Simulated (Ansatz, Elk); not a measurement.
# How far do independent atoms describe KRuCl3?

Structure refinements treat a crystal as free atoms side by side. For a made-up structure of KRuCl3 (cell and positions from a PBE relaxation) the runs below show what the calculated density changes in F(hkl).

Method: DFT, PBE, all-electron APW+lo, Dirac cores, scalar-relativistic bands, static density, no spin, in Elk 11.2.3 (patched build).

The structure was built from a prototype and need not be the compound's stable phase.

**1. Set-up**

It takes space group Pm-3m (No. 221, cubic). The conventional cell has a = 4.891 Å, b = 4.891 Å, c = 4.891 Å, α = 90.00°, β = 90.00°, γ = 90.00°. Nearest to Ru lie 6 Cl at 2.45 Å. Nearest to K lie 12 Cl at 3.46 Å. Nearest to Cl lie 2 Ru at 2.45 Å and 4 K at 3.46 Å. Farther neighbours and most contacts between anions are not listed.

Structure file:

```cif
data_structure
_symmetry_space_group_name_H-M 'P 1'
_symmetry_Int_Tables_number 1
_cell_length_a 4.8907
_cell_length_b 4.8907
_cell_length_c 4.8907
_cell_angle_alpha 90.000
_cell_angle_beta 90.000
_cell_angle_gamma 90.000
_cell_volume 116.98
loop_
_atom_site_label
_atom_site_type_symbol
_atom_site_fract_x
_atom_site_fract_y
_atom_site_fract_z
_atom_site_occupancy
Ru1 Ru 0.00000 0.00000 0.00000 1
K2 K 0.50000 0.50000 0.50000 1
Cl3 Cl 0.50000 0.00000 0.00000 1
Cl4 Cl 0.00000 0.00000 0.50000 1
Cl5 Cl 0.00000 0.50000 0.00000 1
```

**2. Ground state and structure factors**

An all-electron density is needed, since X-rays see the cores too. Task 0 finds the density and task 195 Fourier-transforms it; tshift is off so that phases refer to the origin typed.

elk.in

```
tasks
  0
  195

xctype
  20

spinpol
  .false.

rgkmax
  7.0

gmaxvr
  14.0

lmaxo
  7

lmaxapw
  8

swidth
  0.002

tshift
  .false.

hmaxvr
  5.5

maxscl
  120

epspot
  1e-06

sppath
  './'

avec
  9.24200371241 -0.00000000000 0.00000000000
  -0.00000000000 9.24200371241 -0.00000000000
  0.00000000000 -0.00000000000 9.24200371241

atoms
  3
  'Ru.in'
  1
  -0.0000000000 0.0000000000 0.0000000000   0.000000 0.000000 0.000000
  'K.in'
  1
  0.5000000000 0.5000000000 0.5000000000   0.000000 0.000000 0.000000
  'Cl.in'
  3
  0.5000000000 -0.0000000000 -0.0000000000   0.000000 0.000000 0.000000
  0.0000000000 -0.0000000000 0.5000000000   0.000000 0.000000 0.000000
  0.0000000000 0.5000000000 0.0000000000   0.000000 0.000000 0.000000

ngridk
  5 5 5
```

Run with:

```
OMP_NUM_THREADS=4 elk
```

Numbers of over 12 decimals in the logs are rounded to 6 here.

Output:

```text
┌─────────────────────────┐
│ Elk code version 11.2.3 │
└─────────────────────────┘

All units are atomic (Hartree, Bohr, etc.)

┌─────────────────────────────────────────────────┐
│ Ground-state run starting from atomic densities │
└─────────────────────────────────────────────────┘

Lattice vectors :
   9.242003712      -0.000000000       0.000000000
  -0.000000000       9.242003712      -0.000000000
   0.000000000      -0.000000000       9.242003712

Reciprocal lattice vectors :
  0.6798509828       0.000000000       0.000000000
   0.000000000      0.6798509828       0.000000000
   0.000000000       0.000000000      0.6798509828

Unit cell volume      :    789.4023518
Brillouin zone volume :   0.3142253287

Muffin-tin inner radius fraction :   0.1000000000E-01

Nuclei treated as point charges

Species : 1 (Ru)
 parameters loaded from : Ru.in
 name : ruthenium
 nuclear charge    :   -44.00000000
 electronic charge :    44.00000000
 atomic mass :    184239.3393
 muffin-tin radius :    2.475959339
 number of radial points in muffin-tin :   1193
 inner part over the whole radius :   0.9971414706E-02
 number on inner part of muffin-tin    :    848
 approximate nuclear radius :   0.8462081736E-04
 number of mesh points to nuclear radius :    423
 atomic positions (lattice), magnetic fields (Cartesian) :
  1 :   0.00000000  0.00000000  0.00000000    0.00000000  0.00000000  0.00000000

Species : 2 (K)
 parameters loaded from : K.in
 name : potassium
 nuclear charge    :   -19.00000000
 electronic charge :    19.00000000
 atomic mass :    71271.84090
 muffin-tin radius :    2.400000000
 number of radial points in muffin-tin :    993
 inner part over the whole radius :   0.9891652203E-02
 number on inner part of muffin-tin    :    697
 approximate nuclear radius :   0.6514746337E-04
 number of mesh points to nuclear radius :    319
 atomic positions (lattice), magnetic fields (Cartesian) :
  1 :   0.50000000  0.50000000  0.50000000    0.00000000  0.00000000  0.00000000

Species : 3 (Cl)
 parameters loaded from : Cl.in
 name : chlorine
 nuclear charge    :   -17.00000000
 electronic charge :    17.00000000
 atomic mass :    64626.86550
 muffin-tin radius :    2.095042517
 number of radial points in muffin-tin :    793
 inner part over the whole radius :   0.9946138915E-02
 number on inner part of muffin-tin    :    554
 approximate nuclear radius :   0.6305718926E-04
 number of mesh points to nuclear radius :    253
 atomic positions (lattice), magnetic fields (Cartesian) :
  1 :   0.50000000  0.00000000  0.00000000    0.00000000  0.00000000  0.00000000
  2 :   0.00000000  0.00000000  0.50000000    0.00000000  0.00000000  0.00000000
  3 :   0.00000000  0.50000000  0.00000000    0.00000000  0.00000000  0.00000000

Total number of atoms per unit cell :    5
Total muffin-tin volume :    237.0405380
 ratio of muffin-tin to unit cell volume :   0.3002784796

Spin treatment :
 spin-unpolarised

Number of Bravais lattice symmetries :   48
Number of crystal symmetries         :   48
Crystal has inversion symmetry
Real symmetric eigensolver will be used

k-point grid :      5     5     5
k-point offset :    0.000000000       0.000000000       0.000000000
k-point set is reduced with full crystal symmetry group
Total number of k-points :       10

Muffin-tin radius times maximum |G+k| :    7.000000000
 using average radius
Maximum |G+k| for APW functions       :    3.135895307
Maximum (1/2)|G+k|²                   :    4.916919687
Maximum |G| for potential and density :    14.00000000
Constant for pseudocharge density :    9
 order of it for each species :   16  16  16
 order of it for pair densities of each species (exact exchange by exxq0 0: 17) :   12  11   8
Radial integration step length :    1

G-vector grid sizes :     42    42    42
Number of G-vectors :    36449

Maximum angular momentum used for
 APW functions            :    8
 outer part of muffin-tin :    7
 inner part of muffin-tin :    2

Total nuclear charge    :   -114.0000000
[...]
xc potential                :     -327.10086186639
 exchange                    :     -246.58276551079
 correlation                 :     -5.092694
 electron entropic           :    -0.15767131172807E-02
 total energy                :     -6519.8652452987

Density of states at Fermi energy :    105.5393452
 (states/Hartree/unit cell)

Estimated indirect band gap :   0.4387616181E-02
 from k-point 6 to k-point 6
Estimated direct band gap   :   0.4387616181E-02
 at k-point 6

Charges :
 core                        :    68.00000000
 valence                     :    46.00000000
 interstitial                :    7.994664438
 muffin-tins (core leakage)
  species : 1 (Ru)
   atom 1                    :    42.00300498     ( -0.2211812280E-06)
  species : 2 (K)
[...]
species : 3 (Cl)
[...]
total in muffin-tins        :    106.0053356
 total calculated charge     :    113.9989312
 total charge                :    114.0000000
 error                       :   0.1068784947E-02

RMS change in Kohn-Sham potential (target) :   0.3449307790     (  0.1000000000E-05)
Absolute change in total energy (target)   :   0.2914516461     (  0.1000000000E-03)

[... loops 3 to 14 left out ...]

┌──────────────────┐
│ Loop number : 15 │
└──────────────────┘

Energies :
 Fermi                       :     0.134318
 sum of occupied eigenvalues :     -3839.6173787096
 electron kinetic            :      6712.7781097124
 core electron kinetic       :      6489.9689790556
 Coulomb                     :     -12979.483427350
 Coulomb potential           :     -10225.143658174
 nuclear-nuclear             :     -697.23026607733
 electron-nuclear            :     -14354.154701086
 Hartree                     :      2071.9015398126
 Madelung                    :     -7866.9115982632
 xc potential                :     -327.25183024793
 exchange                    :     -246.81998995763
 correlation                 :     -5.097145
 electron entropic           :    -0.20897116421466E-02
 total energy                :     -6518.6245420031

Density of states at Fermi energy :    144.8709808
 (states/Hartree/unit cell)

Estimated indirect band gap :   0.3294304323E-02
 from k-point 6 to k-point 6
Estimated direct band gap   :   0.3294304323E-02
 at k-point 6

Charges :
 core                        :    68.00000000
 valence                     :    46.00000000
 interstitial                :    7.823779372
 muffin-tins (core leakage)
  species : 1 (Ru)
[...]
species : 2 (K)
[...]
species : 3 (Cl)
[...]
total in muffin-tins        :    106.1762206
 total calculated charge     :    113.9987883
 total charge                :    114.0000000
 error                       :   0.1211743881E-02

RMS change in Kohn-Sham potential (target) :   0.7841934673E-07 (  0.1000000000E-05)
Absolute change in total energy (target)   :   0.3493373242E-04 (  0.1000000000E-03)

Convergence targets achieved

┌──────────────────┐
│ Loop number : 16 │
└──────────────────┘

Energies :
 Fermi                       :     0.134318
 sum of occupied eigenvalues :     -3839.6173778939
 electron kinetic            :      6712.7781098401
 core electron kinetic       :      6489.9689797511
 Coulomb                     :     -12979.483426810
 Coulomb potential           :     -10225.143659356
 nuclear-nuclear             :     -697.23026607733
 electron-nuclear            :     -14354.154698687
 Hartree                     :      2071.9015379544
 Madelung                    :     -7866.9115971319
 xc potential                :     -327.25182837839
 exchange                    :     -246.81998988673
 correlation                 :     -5.097145
 electron entropic           :    -0.20897116777740E-02
 total energy                :     -6518.6245412692

Density of states at Fermi energy :    144.8709798
 (states/Hartree/unit cell)

Estimated indirect band gap :   0.3294306318E-02
 from k-point 6 to k-point 6
Estimated direct band gap   :   0.3294306318E-02
 at k-point 6

Charges :
 core                        :    68.00000000
 valence                     :    46.00000000
 interstitial                :    7.823779390
 muffin-tins (core leakage)
  species : 1 (Ru)
[...]
species : 2 (K)
[...]
species : 3 (Cl)
   atom 1                    :    15.38643122     (  0.3344094932E-04)
   atom 2                    :    15.38643122     (  0.3344094932E-04)
   atom 3                    :    15.38643122     (  0.3344094932E-04)
 total in muffin-tins        :    106.1762206
 total calculated charge     :    113.9987883
 total charge                :    114.0000000
 error                       :   0.1211744249E-02

┌──────────────────────────────┐
│ Self-consistent loop stopped │
└──────────────────────────────┘

Wrote STATE.OUT
```

Run time: 21 s. Hardware: 4 threads of Arm Neoverse V2, shared host; peak memory 0.19 GiB; 41 s of CPU time.

SFACRHO.OUT:

```text

h k l indices transformed by vhmat matrix:
   1.000000000       0.000000000       0.000000000    
   0.000000000       1.000000000       0.000000000    
   0.000000000       0.000000000       1.000000000    

      h      k      l  multipl.   |H|            Re(F)            Im(F)           |F|

      0      0      0      1   0.0000000       114.00000      0.29933917E-17   114.00000    
      0      0      1      6  0.67985098       39.194621      0.33636650E-14   39.194621    
      0     -1      1     12  0.96145448       39.634505     -0.78956000E-15   39.634505    
     -1     -1     -1      8   1.1775364      -16.577237     -0.93451860E-14   16.577237    
      0      0     -2      6   1.3597020       84.024482      0.62498419E-14   84.024482    
     -1     -2      0     24   1.5201930       31.705334     -0.33305243E-14   31.705334    
     -2      1      1     24   1.6652880       33.971335      0.45361808E-14   33.971335    
     -2      2      0     12   1.9229090       70.906440      0.13225485E-14   70.906440    
     -2      1     -2     24   2.0395529       28.202997      0.17671652E-14   28.202997    
     -3      0      0      6   2.0395529       27.896771     -0.74685467E-14   27.896771    
      0      3     -1     24   2.1498776       29.995606     -0.27812542E-15   29.995606    
      3     -1      1     24   2.2548106      -8.7620232      0.70359266E-14   8.7620232    
      2      2      2      8   2.3550729       63.564925     -0.13780547E-13   63.564925    
      0      3     -2     24   2.4512376       25.853002      0.64820069E-14   25.853002    
     -3      1      2     48   2.5437695       27.466991     -0.52398906E-14   27.466991    
      4      0      0      6   2.7194039       58.491929     -0.84688628E-14   58.491929    
     -1      0      4     24   2.8030974       24.190432     -0.17389615E-14   24.190432    
      2     -3     -2     24   2.8030974       24.337453     -0.61604230E-14   24.337453
```

Elk indexes on the primitive cell of elk.in and gives |H| = 4π sin θ/λ in inverse bohr. Below, one row stands for each form hkl of the conventional cell (m members, Friedel mates merged), F is for one primitive cell and the density is static (no thermal factor). Free-atom factors are Waasmaier and Kirfel's, and R is Σm||F|−|F'||/Σm|F|.

```
hkl   m  sin θ/λ (Å⁻¹)  abs F, DFT  neutral atoms   diff.
100   6          0.102      39.195         39.150  +0.044
110  12          0.145      39.635         39.903  -0.268
111   8          0.177      16.577         16.141  +0.437
200   6          0.204      84.025         84.000  +0.024
210  24          0.229      31.705         31.800  -0.094
211  24          0.250      33.971         33.964  +0.007
220  12          0.289      70.906         70.968  -0.062
221  24          0.307      28.203         28.190  +0.013
300   6          0.307      27.897         28.190  -0.293
310  24          0.323      29.996         30.083  -0.087
311  24          0.339       8.762          8.804  -0.042
222   8          0.354      63.565         63.496  +0.068
320  24          0.369      25.853         25.889  -0.036
321  48          0.383      27.467         27.346  +0.120
```

**3. Outcome**

```yaml
r_against_neutral_atoms_sin_theta_lambda_0p3_a_minus1: 0.27 %
r_against_neutral_atoms_0p3_to_0p82_a_minus1: 0.37 %
```

What this shows: Independent neutral atoms miss the calculated amplitudes by R = 0.27 % below 0.3 Å⁻¹ and 0.37 % from there to 0.82 Å⁻¹; by shells, 0.49 % below 0.15 Å⁻¹ (2 forms), 0.22 % 0.15 to 0.3 (5 forms), 0.38 % 0.3 to 0.45 (13 forms), 0.37 % above 0.45 (62 forms). Bonding, aspherical density and the tables' own atoms all enter these figures, and the runs don't part them. The largest change of an amplitude is +0.44 electrons, at 111. The basis has no finished test. The k-mesh has no finished test. These runs have no spin, though d or f shells may be open. Part of the difference isn't bonding: the tables are fits to free atoms and ions calculated by other methods than this functional. Thermal motion, anomalous dispersion and extinction are left out.

[Logs are printed without paths, hosts, clocks, repeated set-up lines and the standing remarks that a program may print on its own settings, such as how far it seeks lower states.]

[Hosts, paths, dates, database ids (printed as entryN), source tags and the programs' standing remarks are cut or masked in the printed files.]
